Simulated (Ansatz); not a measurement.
# Electron scattering at the Σ11 (113) boundary in fcc Ni, part 2 of 2

Wanted: what the Σ11 (113) boundary in fcc Ni costs an interconnect.

Ansatz 0.2.0; Ansatz plane-wave DFT, PBE, PAW files, collinear spin; relaxation of a bicrystal slab with its lowest layers held; PAW set soft_1 (the session's first sound run).

So far. Step 3 (Transmission across the boundary): Nearest the Fermi level spin up passes 1.23 of 1.30 channels of the lower lead and spin down 2.44 of 3.57. Step 4 (Specific resistance): Averaged over the energies near the Fermi level, 73.7 % of the channels pass, which makes 0.0986 fΩ m².

## Step 5: Single-crystal slab for reference

The free faces cost energy too. A single-crystal slab with the same faces and held layers is relaxed, so that they cancel.

This step: Ansatz plane-wave DFT, PBE, PAW files, collinear spin; relaxation of a single-crystal slab with its lowest layers held; PAW set soft_1 (Ansatz 0.2.0).

System of this step: Ni slab, plane (1, 1, 3). The cell holds 18 atoms: 18 Ni. Its edges and angles: a = 2.492 Å, b = 4.316 Å, c = 29.063 Å, α = 90.0°, β = 90.0°, γ = 73.2°. It derives from Ni. Vacuum lies along c.

Input file input.yaml:

```yaml
crystal:
  lattice:
    - [2.4918442969, 0.0, 0.0]
    - [1.2459221485, 4.1322562844, 0.0]
    - [0.0, 0.0, 29.0629416311]
  atoms:
    - { symbol: Ni, position: [0.6363636365, 0.7272727273, 0.1720403964], spin: 1.0 }
    - { symbol: Ni, position: [0.3636363638, 0.2727272728, 0.2085998745], spin: 1.0 }
    - { symbol: Ni, position: [0.0909090911, 0.8181818182, 0.2451593527], spin: 1.0 }
    - { symbol: Ni, position: [0.8181818183, 0.3636363637, 0.2817188308], spin: 1.0 }
    - { symbol: Ni, position: [0.5454545456, 0.9090909091, 0.3182783089], spin: 1.0 }
    - { symbol: Ni, position: [0.2727272728, 0.4545454546, 0.354837787], spin: 1.0 }
    - { symbol: Ni, position: [1.0e-10, 0.0, 0.3913972651], spin: 1.0 }
    - { symbol: Ni, position: [0.7272727274, 0.5454545455, 0.4279567432], spin: 1.0 }
    - { symbol: Ni, position: [0.4545454546, 0.0909090909, 0.4645162213], spin: 1.0 }
    - { symbol: Ni, position: [0.1818181819, 0.6363636364, 0.5010756994], spin: 1.0 }
    - { symbol: Ni, position: [0.9090909092, 0.1818181818, 0.5376351775], spin: 1.0 }
    - { symbol: Ni, position: [0.6363636364, 0.7272727273, 0.5741946556], spin: 1.0 }
    - { symbol: Ni, position: [0.3636363637, 0.2727272727, 0.6107541337], spin: 1.0 }
    - { symbol: Ni, position: [0.0909090909, 0.8181818182, 0.6473136118], spin: 1.0 }
    - { symbol: Ni, position: [0.8181818182, 0.3636363636, 0.6838730899], spin: 1.0 }
    - { symbol: Ni, position: [0.5454545455, 0.9090909091, 0.7204325681], spin: 1.0 }
    - { symbol: Ni, position: [0.2727272727, 0.4545454545, 0.7569920462], spin: 1.0 }
    - { symbol: Ni, position: [0.0, 0.0, 0.7935515243], spin: 1.0 }
magnetization:
  spin_polarized: true
kpoints:
  mp_grid: { grid: [10, 10, 1] }
hamiltonian:
  xc: pbe
  pseudopotentials: { kind: paw, azcp: { folder: soft_1 } }
scf:
  occupations: { method: fermi_dirac, width: 0.1 }
relax:
  f_tol: 0.03
  max_steps: 80
  constraints: [{ sites: [0, 1, 2] }]
```

The run is started by

```console
$ ansatz run input.yaml --threads 4 --pin off --max-ram 15360MiB --backend cpu --events-out ev --progress --plain --runs-dir out
```

The job ended after 5.3 min (4 threads of Intel Xeon 6975P-C (Granite Rapids), shared host; peak memory 3.3 GiB; 21 min of CPU time).

The steps of the relaxation:

| step | energy less that of the first step (eV) | largest force component (eV/Å) |
| --- | --- | --- |
| 1 | 0.0000 | 0.6587 |
| 2 | -0.0270 | 0.4245 |
| 3 | -0.0473 | 0.0596 |
| 4 | -0.0477 | 0.0140 |

The atoms that moved most (Å):

| atom | dx | dy | dz | length |
| --- | --- | --- | --- | --- |
| Ni18 | 0.000 | 0.026 | -0.152 | 0.154 |
| Ni16 | 0.000 | -0.012 | -0.041 | 0.043 |
| Ni17 | 0.000 | 0.021 | 0.014 | 0.025 |
| Ni14 | 0.000 | -0.002 | -0.024 | 0.024 |
| Ni12 | 0.000 | -0.002 | -0.019 | 0.019 |
| Ni10 | 0.000 | -0.004 | -0.014 | 0.014 |
| Ni15 | 0.000 | -0.001 | -0.013 | 0.013 |
| Ni13 | 0.000 | -0.001 | -0.012 | 0.012 |

Final coordinates:

```
Ni
1.0
     2.49184    0.00000    0.00000
     1.24592    4.13226    0.00000
     0.00000    0.00000   29.06294
Ni
18
Direct
  0.63636 0.72727 0.17204
  0.36364 0.27273 0.20860
  0.09091 0.81818 0.24516
  0.81870 0.36260 0.28176
  0.54615 0.90770 0.31807
  0.27343 0.45314 0.35464
  0.00075 0.99849 0.39118
  0.72792 0.54416 0.42762
  0.45507 0.08986 0.46420
  0.18227 0.63545 0.50060
  0.90937 0.18125 0.53726
  0.63665 0.72670 0.57354
  0.36376 0.27247 0.61033
  0.09120 0.81759 0.64649
  0.81825 0.36351 0.68342
  0.54690 0.90620 0.71903
  0.27022 0.45955 0.75747
  0.99682 0.00635 0.78832
```

Numbers from this step:

```
free energy             : -105112.5218 eV
energy at zero smearing : -105112.0247 eV
Fermi energy            : 10.18 eV
magnetization           : 11.82 μB
absolute magnetization  : 13.43 μB
```

The largest force component on a free atom ends at 0.014 eV/Å, under the tolerance of 0.03, after 4 steps.

## Step 6: Bulk reference

The perfect crystal gives the energy per atom, for the atoms by which bicrystal and slab differ.

This step: Ansatz plane-wave DFT, PBE, PAW files, collinear spin; bulk reference; PAW set soft_1 (Ansatz 0.2.0).

System of this step: Ni. The structure is cubic, space group Fm-3m (No. 225). Conventional cell: a = 3.524 Å, b = 3.524 Å, c = 3.524 Å, α = 90.00°, β = 90.00°, γ = 90.00°. Ni has 12 Ni at 2.49 Å nearest.

input.yaml, the sections that differ from step 5:

```yaml
crystal:
  lattice:
    - [0.0, 1.762, 1.762]
    - [1.762, 0.0, 1.762]
    - [1.762, 1.762, 0.0]
  atoms:
    - { symbol: Ni, position: [0.0, 0.0, 0.0], spin: 1.0 }
kpoints:
  mp_grid: { grid: [21, 21, 21] }
# magnetization, hamiltonian, scf: as in step 5
# relax: removed
```

It took 1.4 s on 4 threads; peak memory 0.38 GiB.

This step gave:

```yaml
free_energy: -5839.7518 eV
energy_at_zero_smearing: -5839.7248 eV
fermi_energy: 17.82 eV
magnetization: 0.6244 μB
absolute_magnetization: 0.7139 μB
site_moments: 0.6624 μB
```

The cell carries a net spin moment of 0.62 μB and an absolute one of 0.71 μB.

## Step 7: Boundary energy

This step: Ansatz plane-wave DFT, PBE, PAW files, collinear spin; bicrystal less single-crystal slab less bulk atoms, a boundary area; PAW set soft_1 (Ansatz 0.2.0).

Numbers from this step:

* excess energy of the cell: 0.3021 eV
* boundary energy: 0.4700 J/m²

The boundary costs 0.47 J/m².

By hand: 0.302 eV / 10.30 Å² × 16.02 = 0.470 J/m².

## Step 8: Outcome

| Item | Value |
| --- | --- |
| specific resistance of the boundary | 0.0986 fΩ m² |
| share of channels that pass | 0.737 |
| boundary energy | 0.470 J/m² |

What this shows: The boundary has a specific resistance of 0.099 fΩ m² and an energy of 0.47 J/m². The boundary reflects 26 % of the channels; 0.099 fΩ m² is 0.99×10⁻¹² Ω·cm². That equals the resistance of 1.4 nm of bulk Ni at 300 K (measured 7.2 µΩ cm, CRC Handbook of Chemistry and Physics, 84th ed., 2003, Electrical Resistivity of Pure Metals). One starting structure was relaxed; another shift or atom count at the boundary may lie lower. One magnetic start was tried, and the two spins conduct in parallel without mixing.

[Logs are printed without paths, hosts, clocks, repeated set-up lines and the standing remarks that a program may print on its own settings, such as how far it seeks lower states.]

[Hosts, paths, dates, database ids (printed as entryN), source tags and the programs' standing remarks are cut or masked in the printed files.]
